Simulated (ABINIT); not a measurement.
**WS2 (Tungstenite): G0W0 on several meshes in ABINIT**

Aim: the GW shift of WS2 (Tungstenite) against the k mesh.

Calculated with ABINIT 10.8.3; PBE and many-body steps on it, plane waves.

### 1. The starting structure

The structure is hexagonal, space group P6_3/mmc (No. 194). The conventional cell has a = 3.153 Å, b = 3.153 Å, c = 12.323 Å, α = 90.00°, β = 90.00°, γ = 120.00°. Nearest to W lie 6 S at 2.40 Å. Nearest to S lie 3 W at 2.40 Å. Farther neighbours and most contacts between anions are not listed.

The cell and positions come from the Crystallography Open Database and are kept as given unless a step says otherwise. Spin-orbit coupling is left out unless a step names it.

### 2. Empty states on the mesh, 3×3×1 mesh, 1100 bands

This step: ABINIT 10.8.3; DFT, PBE, plane waves, norm-conserving pseudopotentials.

The sums over transitions need many empty states on a uniform mesh; this step solves for them.

File run.abi:

```
acell 3*1.0 Angstrom
rprim 
  3.153199999992 0.000000000002 0.000000000000
  -1.576599999998 2.730751303206 0.000000000000
  0.000000000000 0.000000000000 12.323000000000
ntypat 2
znucl 74 16
natom 6
typat 1 1 2 2 2 2
xred 
  0.333333333333 0.666666666667 0.250000000000
  0.666666666667 0.333333333333 0.750000000000
  0.333333333333 0.666666666667 0.622500000000
  0.666666666667 0.333333333333 0.122500000000
  0.333333333333 0.666666666667 0.877500000000
  0.666666666667 0.333333333333 0.377500000000
pp_dirpath "pseudos"
pseudos "W.upf, S.upf"
ecut 31
ngkpt 3 3 1
nshiftk 1
shiftk 0 0 0
kptopt 1
chksymbreak 0
iscf -2
irdden 1
istwfk *1
nband 1100
nbdbuf 100
tolwfr 1e-09
nstep 60
prtvol 0
indata_prefix "in"
outdata_prefix "out"
tmpdata_prefix "tmp"
```

Started as:

```
OMP_NUM_THREADS=1 mpirun -n 3 abinit run.abi > log
```

Numbers of over 12 decimals in the logs are rounded to 6 here.

What it wrote:

```text
.Version 10.8.3 of ABINIT. v10.8.2 released Aug 2026.

 Symmetries : space group P6_3/m m c (#194); Bravais hP (primitive hexag.)
[... echo of the input left out ...]
== DATASET  1 ==================================================================
-   mpi_nproc: 3, omp_nthreads: 1 (-1 if OMP is not activated)

--- !DatasetInfo
iteration_state: {dtset: 1, }
dimensions: {natom: 6, nkpt: 3, mband: 1100, nsppol: 1, nspinor: 1, nspden: 1, mpw: 5917, }
cutoff_energies: {ecut:  31.0, pawecutdg:  -1.0, }
[...]
9.60003    9.60038    9.60874    9.61292    9.62129    9.62208    9.62379    9.62453
   9.63589    9.63686    9.63731    9.64579    9.65579    9.65905    9.66652    9.66943
   9.67362    9.67941    9.68496    9.69442
 prteigrs : prtvol=0 or 1, do not print more k-points.

== END DATASET(S) ==============================================================
================================================================================

 -outvars: echo values of variables after computation  --------
            nband        1100
             nkpt           3
          spgroup         194
 [... the other variables as echoed above ...]

 Calculation completed.
```

Elapsed: 21 min, on 3 MPI ranks of Arm Neoverse V1, shared host; peak memory 0.8 GiB; 63 min of CPU time.

This step gave:

- gap: 1.305 eV
- k of the valence top: 0, 0, 0
- k of the conduction bottom: 0.3333, 0.3333, 0
- least direct gap: 1.837 eV
- k points computed: 3
- lowest point of the top converged band, above the valence top: 235.5393 eV

On this mesh the gap is 1.305 eV.

The density comes from a self-consistent run that is not shown.

### 3. Screening, 3×3×1 mesh, 219 bands, screening to 127.6 eV

The RPA dielectric matrix is built and inverted for each q.

This step: RPA screening on PBE, plane waves, norm-conserving pseudopotentials.

Changes to run.abi since step 2:

```diff
@@ -24,10 +24,11 @@
 chksymbreak 0
-iscf -2
-irdden 1
 istwfk *1
-nband 1100
-nbdbuf 100
-tolwfr 1e-09
-nstep 60
-prtvol 0
+occopt 1
+irdwfk 1
+optdriver 3
+nband 219
+ecuteps 4.69
+inclvkb 2
+awtr 1
+symchi 1
 indata_prefix "in"
```

Started as:

```
OMP_NUM_THREADS=1 mpirun -n 4 abinit run.abi > log
```

What it wrote:

```text
.Version 10.8.3 of ABINIT. v10.8.2 released Aug 2026.

 Symmetries : space group P6_3/m m c (#194); Bravais hP (primitive hexag.)
[... echo of the input left out ...]
== DATASET  1 ==================================================================
-   mpi_nproc: 4, omp_nthreads: 1 (-1 if OMP is not activated)

--- !DatasetInfo
iteration_state: {dtset: 1, }
dimensions: {natom: 6, nkpt: 3, mband: 219, nsppol: 1, nspinor: 1, nspden: 1, mpw: 5917, }
cutoff_energies: {ecut:  31.0, pawecutdg:  -1.0, }
electrons: {nelect:   5.20000000E+01, charge:   0.00000000E+00, occopt:   1.00000000E+00, tsmear:   1.00000000E-02, }

 SCREENING: Calculation of the susceptibility and dielectric matrices

 Based on a program developped by R.W. Godby, V. Olevano, G. Onida, and L. Reining.
 Incorporated in ABINIT by V. Olevano, G.-M. Rignanese, and M. Torrent.
.Using double precision arithmetic ; gwpc =  8

[... cell and pseudopotentials left out ...]
--------------------------------------------------------------------------------

 ==== K-mesh for the wavefunctions ====
 Number of points in the irreducible wedge :     3
[... list of points left out ...]
 Together with 24 symmetry operations and time-reversal symmetry
 yields     9 points in the full Brillouin Zone.

 ==== Q-mesh for the screening function ====
 Number of points in the irreducible wedge :     3
[... list of points left out ...]
 Together with 24 symmetry operations and time-reversal symmetry
 yields     9 points in the full Brillouin Zone.

 setmesh: FFT mesh size selected  =    20x   20x   90
          total number of points  =        36000

 vcoul_init : cutoff-mode = AUXILIARY_FUNCTION
 q-points for optical limit:   1
     1)      0.000010    0.000020    0.000030

- screening: taking advantage of time-reversal symmetry
- Maximum band index for partially occupied states nbvw = 26
- Remaining bands to be divided among processors   nbcw = 193
- Number of bands treated by each node ~48

 Number of electrons calculated from density =   52.0000; Expected =   52.0000
 average of density, n =  0.072620
 r_s =    1.4869
 omega_plasma =   25.9946 [eV]

 calculating chi0 at frequencies [eV] :
  1    0.000000E+00    0.000000E+00
  2    0.000000E+00    2.599465E+01

--------------------------------------------------------------------------------
  q-point number  1        q = ( 0.000000, 0.000000, 0.000000) [r.l.u.]
--------------------------------------------------------------------------------
[... chi0 elements left out ...]
 For q-point:  0.000010 0.000020 0.000030
  dielectric constant =  17.4436
  dielectric constant without local fields =  19.4876

  Average fulfillment of the sum rule on Im[epsilon] for q-point    1 :     87.32  [%]
[... wings left out ...]
  q-point number  2        q = ( 0.333333, 0.000000, 0.000000) [r.l.u.]
--------------------------------------------------------------------------------
[... chi0 elements left out ...]
  Average fulfillment of the sum rule on Im[epsilon] for q-point    2 :     84.60  [%]

 [... 1 further q-points ...]
```

Run time: 43 s. Hardware: 4 MPI ranks; peak memory 1.1 GiB.

Numbers from this step:

* ε∞ with local fields, on this mesh, along the program's q direction: 17.44
* the same without local fields: 19.49
* plasma frequency: 25.99 eV
* plane waves in the screening matrix: 329

Local fields lower ε∞ by 10 %. On a Γ-centred mesh this coarse the value itself is usually too large, while a short band sum pulls it down.

### 4. 3×3×1

The self-energy is evaluated for the states that the input lists, and the levels follow from it, in one-shot runs by the linearised quasiparticle equation.

This step: G0W0 on PBE, plane waves, norm-conserving pseudopotentials.

Changes to run.abi since step 3:

```diff
@@ -27,8 +27,17 @@
 irdwfk 1
-optdriver 3
+optdriver 4
 nband 219
+gwcalctyp 0
+ecutsigx 31
+symsigma 1
+nkptgw 2
+kptgw 
+  0.0000000000 0.0000000000 0.0000000000
+  0.3333333333 0.3333333333 0.0000000000
+bdgw 
+  25 28
+  25 28
 ecuteps 4.69
-inclvkb 2
-awtr 1
-symchi 1
+irdscr 1
+ppmodel 1
 indata_prefix "in"
```

What it wrote:

```text
.Version 10.8.3 of ABINIT. v10.8.2 released Aug 2026.

 Symmetries : space group P6_3/m m c (#194); Bravais hP (primitive hexag.)
[... echo of the input left out ...]
== DATASET  1 ==================================================================
-   mpi_nproc: 4, omp_nthreads: 1 (-1 if OMP is not activated)

--- !DatasetInfo
iteration_state: {dtset: 1, }
dimensions: {natom: 6, nkpt: 3, mband: 219, nsppol: 1, nspinor: 1, nspden: 1, mpw: 5917, }
cutoff_energies: {ecut:  31.0, pawecutdg:  -1.0, }
electrons: {nelect:   5.20000000E+01, charge:   0.00000000E+00, occopt:   1.00000000E+00, tsmear:   1.00000000E-02, }

 SIGMA: Calculation of the GW corrections

 Based on a program developped by R.W. Godby, V. Olevano, G. Onida, and L. Reining.
 Incorporated in ABINIT by V. Olevano, G.-M. Rignanese, and M. Torrent.
.Using double precision arithmetic ; gwpc =  8

[... cell and pseudopotentials left out ...]
--------------------------------------------------------------------------------

 ==== K-mesh for the wavefunctions ====
 Number of points in the irreducible wedge :     3
[... list of points left out ...]
 Together with 24 symmetry operations and time-reversal symmetry
 yields     9 points in the full Brillouin Zone.

 ==== Q-mesh for screening function ====
 Number of points in the irreducible wedge :     3
[... list of points left out ...]
 Together with 24 symmetry operations and time-reversal symmetry
 yields     9 points in the full Brillouin Zone.

 vcoul_init : cutoff-mode = AUXILIARY_FUNCTION
 q-points for optical limit:   1
     1)      0.000010    0.000020    0.000030
 setmesh: FFT mesh size selected  =    25x   25x  120
          total number of points  =        75000

 Number of electrons calculated from density =   52.0000; Expected =   52.0000
 average of density, n =  0.072620
 r_s =    1.4869
 omega_plasma =   25.9946 [eV]

 === KS Band Gaps ===
  >>>> For spin  1
   Minimum direct gap =   1.8369 [eV], located at k-point      :   0.3333  0.3333  0.0000
   Fundamental gap    =   1.3050 [eV], Top of valence bands at :   0.0000  0.0000  0.0000
                                       Bottom of conduction at :   0.3333  0.3333  0.0000
 SIGMA fundamental parameters:
 PLASMON POLE MODEL  1
 number of plane-waves for SigmaX                 5885
 number of plane-waves for SigmaC and W            329
 number of plane-waves for wavefunctions          5885
 number of bands                                   219
 number of independent spin polarizations            1
 number of spinorial components                      1
 number of k-points in IBZ                           3
 number of q-points in IBZ                           3
 number of symmetry operations                      24
 number of k-points in BZ                            9
 number of q-points in BZ                            9
 number of frequencies for dSigma/dE                 9
 frequency step for dSigma/dE [eV]                0.25
 number of omega for Sigma on real axis              0
 max omega for Sigma on real axis  [eV]           0.00
 zcut for avoiding poles [eV]                     0.10

 EPSILON^-1 parameters (SCR file):
 dimension of the eps^-1 matrix on file            329
 dimension of the eps^-1 matrix used               329
 number of plane-waves for wavefunctions          5885
 number of bands                                   219
 number of q-points in IBZ                           3
 number of frequencies                               2
 number of real frequencies                          1
 number of imag frequencies                          1

 matrix elements of self-energy operator (all in [eV])

 Perturbative Calculation

--- !SelfEnergy_ee
iteration_state: {dtset: 1, }
kpoint     : [   0.000,    0.000,    0.000, ]
spin       : 1
KS_gap     :    2.311
QP_gap     :    2.816
Delta_QP_KS:    0.506
data: !SigmaeeData |
     Band     E0 <VxcDFT>   SigX SigC(E0)      Z dSigC/dE  Sig(E)    E-E0       E
       25   8.288 -14.437 -15.680   1.164   0.787  -0.271 -14.500  -0.062   8.226
       26   9.509 -15.563 -16.434   0.921   0.783  -0.277 -15.524   0.039   9.548
       27  11.820 -15.231 -10.331  -4.208   0.786  -0.273 -14.687   0.544  12.364
       28  11.820 -15.231 -10.331  -4.208   0.786  -0.273 -14.687   0.544  12.364

--- !SelfEnergy_ee
iteration_state: {dtset: 1, }
kpoint     : [   0.333,    0.333,    0.000, ]
spin       : 1
KS_gap     :    1.837
QP_gap     :    2.539
Delta_QP_KS:    0.702
data: !SigmaeeData |
     Band     E0 <VxcDFT>   SigX SigC(E0)      Z dSigC/dE  Sig(E)    E-E0       E
       25   8.770 -15.016 -16.290   1.231   0.786  -0.273 -15.050  -0.033   8.736
       26   8.977 -15.446 -16.647   1.208   0.784  -0.275 -15.441   0.005   8.982
       27  10.814 -16.352 -11.240  -4.211   0.785  -0.274 -15.645   0.707  11.521
       28  10.814 -16.352 -11.240  -4.211   0.785  -0.274 -15.645   0.707  11.521

== END DATASET(S) ==============================================================
================================================================================

 -outvars: echo values of variables after computation  --------
           etotal      0.0000000000E+00
            nband         219
             nkpt           3
          spgroup         194
 [... the other variables as echoed above ...]

 Calculation completed.
```

Run time: 13 s. Hardware: 4 MPI ranks; peak memory 0.86 GiB.

Numbers from this step:

```
G0W0 gap on the points computed              : 1.973 eV
starting gap on the mesh                     : 1.305 eV
k of the valence top                         : 0, 0, 0
k of the conduction bottom                   : 0.3333, 0.3333, 0
Z at the valence top                         : 0.783
Z at the conduction bottom                   : 0.785
least direct G0W0 gap on the computed points : 2.539 eV
```

The gap on the mesh goes from 1.31 eV to 1.97 eV, a correction of +0.67 eV.

### 5. Empty states on the mesh, 6×6×2 mesh, 239 bands

This step: DFT, PBE, plane waves, norm-conserving pseudopotentials.

Changes to run.abi since step 4:

```diff
@@ -19,3 +19,3 @@
 ecut 31
-ngkpt 3 3 1
+ngkpt 6 6 2
 nshiftk 1
@@ -24,20 +24,10 @@
 chksymbreak 0
+iscf -2
+irdden 1
 istwfk *1
-occopt 1
-irdwfk 1
-optdriver 4
-nband 219
-gwcalctyp 0
-ecutsigx 31
-symsigma 1
-nkptgw 2
-kptgw 
-  0.0000000000 0.0000000000 0.0000000000
-  0.3333333333 0.3333333333 0.0000000000
-bdgw 
-  25 28
-  25 28
-ecuteps 4.69
-irdscr 1
-ppmodel 1
+nband 239
+nbdbuf 20
+tolwfr 1e-09
+nstep 60
+prtvol 0
 indata_prefix "in"
```

What it wrote:

```text
.Version 10.8.3 of ABINIT. v10.8.2 released Aug 2026.

 Symmetries : space group P6_3/m m c (#194); Bravais hP (primitive hexag.)
[... echo of the input left out ...]
== DATASET  1 ==================================================================
-   mpi_nproc: 4, omp_nthreads: 1 (-1 if OMP is not activated)

--- !DatasetInfo
iteration_state: {dtset: 1, }
dimensions: {natom: 6, nkpt: 14, mband: 239, nsppol: 1, nspinor: 1, nspden: 1, mpw: 5986, }
cutoff_energies: {ecut:  31.0, pawecutdg:  -1.0, }
[...]
2.98108    3.00384    3.00384    3.01569    3.03630    3.03978    3.04687    3.04687
   3.05016    3.05016    3.05133    3.05133    3.11888    3.12645    3.13638    3.13638
   3.15568    3.15569    3.18432    3.19061    3.19071    3.19159    3.25312
 prteigrs : prtvol=0 or 1, do not print more k-points.

== END DATASET(S) ==============================================================
================================================================================

 -outvars: echo values of variables after computation  --------
            nband         239
             nkpt          14
          spgroup         194
 [... the other variables as echoed above ...]

 Calculation completed.
```

Run time: 5.1 min. Hardware: 4 MPI ranks; peak memory 0.65 GiB; 20 min of CPU time.

This step gave:

- gap: 0.9807 eV
- k of the valence top: 0, 0, 0
- k of the conduction bottom: 0.1667, 0.1667, 0
- least direct gap: 1.837 eV
- k points computed: 14
- lowest point of the top converged band, above the valence top: 72.0430 eV

On this mesh the gap is 0.981 eV.

### 6. Screening, 6×6×2 mesh, 219 bands, screening to 127.6 eV

This step: RPA screening on PBE, plane waves, norm-conserving pseudopotentials.

Changes to run.abi since step 5:

```diff
@@ -24,10 +24,11 @@
 chksymbreak 0
-iscf -2
-irdden 1
 istwfk *1
-nband 239
-nbdbuf 20
-tolwfr 1e-09
-nstep 60
-prtvol 0
+occopt 1
+irdwfk 1
+optdriver 3
+nband 219
+ecuteps 4.69
+inclvkb 2
+awtr 1
+symchi 1
 indata_prefix "in"
```

What it wrote:

```text
.Version 10.8.3 of ABINIT. v10.8.2 released Aug 2026.

 Symmetries : space group P6_3/m m c (#194); Bravais hP (primitive hexag.)
[... echo of the input left out ...]
== DATASET  1 ==================================================================
-   mpi_nproc: 4, omp_nthreads: 1 (-1 if OMP is not activated)

--- !DatasetInfo
iteration_state: {dtset: 1, }
dimensions: {natom: 6, nkpt: 14, mband: 219, nsppol: 1, nspinor: 1, nspden: 1, mpw: 5986, }
cutoff_energies: {ecut:  31.0, pawecutdg:  -1.0, }
electrons: {nelect:   5.20000000E+01, charge:   0.00000000E+00, occopt:   1.00000000E+00, tsmear:   1.00000000E-02, }

 SCREENING: Calculation of the susceptibility and dielectric matrices

 Based on a program developped by R.W. Godby, V. Olevano, G. Onida, and L. Reining.
 Incorporated in ABINIT by V. Olevano, G.-M. Rignanese, and M. Torrent.
.Using double precision arithmetic ; gwpc =  8

[... cell and pseudopotentials left out ...]
--------------------------------------------------------------------------------

 ==== K-mesh for the wavefunctions ====
 Number of points in the irreducible wedge :    14
[... list of points left out ...]
 Together with 24 symmetry operations and time-reversal symmetry
 yields    72 points in the full Brillouin Zone.

 ==== Q-mesh for the screening function ====
 Number of points in the irreducible wedge :    14
[... list of points left out ...]
 Together with 24 symmetry operations and time-reversal symmetry
 yields    72 points in the full Brillouin Zone.

 setmesh: FFT mesh size selected  =    20x   20x   90
          total number of points  =        36000

 vcoul_init : cutoff-mode = AUXILIARY_FUNCTION
 q-points for optical limit:   1
     1)      0.000010    0.000020    0.000030

- screening: taking advantage of time-reversal symmetry
- Maximum band index for partially occupied states nbvw = 26
- Remaining bands to be divided among processors   nbcw = 193
- Number of bands treated by each node ~48

 Number of electrons calculated from density =   52.0000; Expected =   52.0000
 average of density, n =  0.072620
 r_s =    1.4869
 omega_plasma =   25.9946 [eV]

 calculating chi0 at frequencies [eV] :
  1    0.000000E+00    0.000000E+00
  2    0.000000E+00    2.599465E+01

--------------------------------------------------------------------------------
  q-point number  1        q = ( 0.000000, 0.000000, 0.000000) [r.l.u.]
--------------------------------------------------------------------------------
[... chi0 elements left out ...]
 For q-point:  0.000010 0.000020 0.000030
  dielectric constant =  13.4633
  dielectric constant without local fields =  14.9533

  Average fulfillment of the sum rule on Im[epsilon] for q-point    1 :     87.39  [%]
[... wings left out ...]
  q-point number  2        q = ( 0.166667, 0.000000, 0.000000) [r.l.u.]
--------------------------------------------------------------------------------
[... chi0 elements left out ...]
  Average fulfillment of the sum rule on Im[epsilon] for q-point    2 :     89.33  [%]

 [... 12 further q-points ...]
```

It took 11 min on 4 MPI ranks; peak memory 3.2 GiB; 46 min of CPU time.

Numbers from this step:

| Quantity | Value |
| --- | --- |
| ε∞ with local fields, on this mesh, along the program's q direction | 13.46 |
| the same without local fields | 14.95 |
| plasma frequency | 25.99 eV |
| plane waves in the screening matrix | 329 |

[end of part 1 of 2]

[Paths, hosts, dates, memory and timing lines, banners, echoed tables and standing remarks are left out of the program output.]

[Logs are printed without paths, hosts, clocks, repeated set-up lines and the standing remarks that a program may print on its own settings, such as how far it seeks lower states.]

[Runs of the session that timed out or met a known fault of the program may be left out.]

[Hosts, paths, dates, database ids (printed as entryN), source tags and the programs' standing remarks are cut or masked in the printed files.]

[G0W0 gaps are taken among the corrected bands and points alone; a level outside them can change the order at an edge.]

[Where Ansatz stands beside ABINIT at settings called matched, ABINIT's density can come from a denser mesh and the files from another edition; pairs whose starting gaps differed by over 0.03 eV were left out, so agreement reads better than it is.]
